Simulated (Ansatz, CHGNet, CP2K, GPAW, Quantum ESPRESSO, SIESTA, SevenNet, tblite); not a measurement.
**Other levels on random packing of C71N29 (at. %) (109 atoms)**

Density of this cell: 2.42 g/cm³. The cell holds 109 atoms: 77 C and 32 N. Cell: a = 9.809 Å, b = 9.809 Å, c = 9.809 Å, α = 90.0°, β = 90.0°, γ = 90.0°. 109 atoms (77 C, 32 N) packed at random in a cube at 2.42 g/cm³ and pushed apart as soft spheres; a start for melting by ab initio MD, not an equilibrated structure. Then every atom was moved at random, 0.03 Å r.m.s. a Cartesian component.

Geometry: as built.

The reference, a calculation:

* method: Kohn-Sham DFT, PBE, SSSP efficiency 1.3.0 pseudopotentials, plane waves (Quantum ESPRESSO 7.5); sssp-pbe-1.3.0-efficiency, cutoffs 60/480 Ry, Γ point
* r.m.s. force component: 1.939 eV/Å
* longest force: 8.589 eV/Å
* pressure: -23.83 GPa
* time: 2 min on 4 MPI ranks of Arm Neoverse V2, shared host
* CPU time: 8.1 min

**Question.** The same geometry is run in other programs. How far does each lie from the reference, and what does it cost?
- QE PBE+D3(BJ), sssp-1.3.0-efficiency, 60/480 Ry (Quantum ESPRESSO 7.5; 4 MPI ranks)
- SevenNet l3i5 potential (SevenNet l3i5; 1 thread)
- CHGNet r2SCAN potential (CHGNet r2SCAN; 1 thread)
- SevenNet 0 potential (SevenNet 0; 1 thread)
- CP2K PBE, DZVP-UZH, 600/50 Ry, diagonalisation (CP2K 2026.2; 4 MPI ranks)
- SIESTA PBE, DZP, shift 0.01 Ry, mesh 500 Ry (SIESTA 5.4.2; 4 MPI ranks)
- SIESTA PBE, DZ, shift 0.01 Ry, mesh 500 Ry (SIESTA 5.4.2; 2 MPI ranks)
- GPAW PBE, LCAO dzp, h 0.18 Å (GPAW 26.7.0; 2 MPI ranks)
- SIESTA PBE, SZ, shift 0.01 Ry, mesh 500 Ry (SIESTA 5.4.2; 1 thread)
- GPAW PBE, LCAO szp(dzp), h 0.18 Å (GPAW 26.7.0; 1 thread)

Differences are against the plane-wave reference, forces as r.m.s. over components; share is that over the reference's r.m.s. force, slope the least-squares factor from reference forces to these. Total energies of different programs have different zeros and aren't compared.

```tsv
run	Δ force, r.m.s. (meV/Å)	share (%)	slope	Δ pressure (GPa)	cores	CPU time	memory (GiB)
reference	-	-	-	-	4	8.1 min	3.1
QE PBE+D3(BJ), sssp-1.3.0-efficiency, 60/480 Ry	120	6.20	0.983	0.405	4	8 min	3.3
SevenNet l3i5 potential	714	36.8	0.895	-4.04	1	12 s	2.4
CHGNet r2SCAN potential	748	38.6	0.866	0.115	1	4.7 s	2.5
SevenNet 0 potential	759	39.2	0.922	-3.72	1	7.8 s	1.3
CP2K PBE, DZVP-UZH, 600/50 Ry, diagonalisation	89.2	4.60	1.002	2.76	4	10 min	3.5
SIESTA PBE, DZP, shift 0.01 Ry, mesh 500 Ry	103	5.30	0.984	1.91	4	12 min	2.8
SIESTA PBE, DZ, shift 0.01 Ry, mesh 500 Ry (coarse)	595	30.7	0.868	10.0	2	4.1 min	1.5
GPAW PBE, LCAO dzp, h 0.18 Å	78.2	4.03	0.983	-	2	5.5 min	1.7
SIESTA PBE, SZ, shift 0.01 Ry, mesh 500 Ry (coarse)	1431	73.8	0.594	23.0	1	2.7 min	1.0
GPAW PBE, LCAO szp(dzp), h 0.18 Å (coarse)	507	26.1	0.828	-	1	4.1 min	1.2
```

Rows marked coarse were listed beforehand as settings not expected to be converged; some can still land near the reference.

Times of the machine-learned potentials are mostly Python's start and the loading of weights.

CPU time is summed over cores on a shared host, where runs went side by side, so it is rough. Symmetry, cutoffs, thresholds, outputs and thread counts weren't matched or tuned between programs; memory under MPI is the largest rank's times the ranks.

The PBE runs in local orbitals, coarse settings apart, differ by 4.0 % (GPAW PBE, LCAO dzp, h 0.18 Å) to 5.3 % (SIESTA PBE, DZP, shift 0.01 Ry, mesh 500 Ry); basis, grid and potentials can all enter. Machine-learned potentials differ by 37 % (SevenNet l3i5 potential) to 39 % (SevenNet 0 potential); they were trained on other programs' data, some at another functional. In the reference's own program, potentials and cutoffs, a change of model alone moves forces by 6.2 % (QE PBE+D3(BJ), sssp-1.3.0-efficiency, 60/480 Ry). Runs with settings chosen to be coarse differ by 26 % (GPAW PBE, LCAO szp(dzp), h 0.18 Å) to 74 % (SIESTA PBE, SZ, shift 0.01 Ry, mesh 500 Ry), their programs' other errors included. Machine-learned potentials mimic data converged in k, so the reference's own k-point error enters their differences. The electronic-structure runs sample only Γ, in a cell whose shortest periodic width is 10 Å, which is coarse for a cell with partly filled levels.

[Logs are printed without paths, hosts, clocks, repeated set-up lines and the standing remarks that a program may print on its own settings, such as how far it seeks lower states.]

[Hosts, paths, dates, database ids (printed as entryN), source tags and the programs' standing remarks are cut or masked in the printed files.]
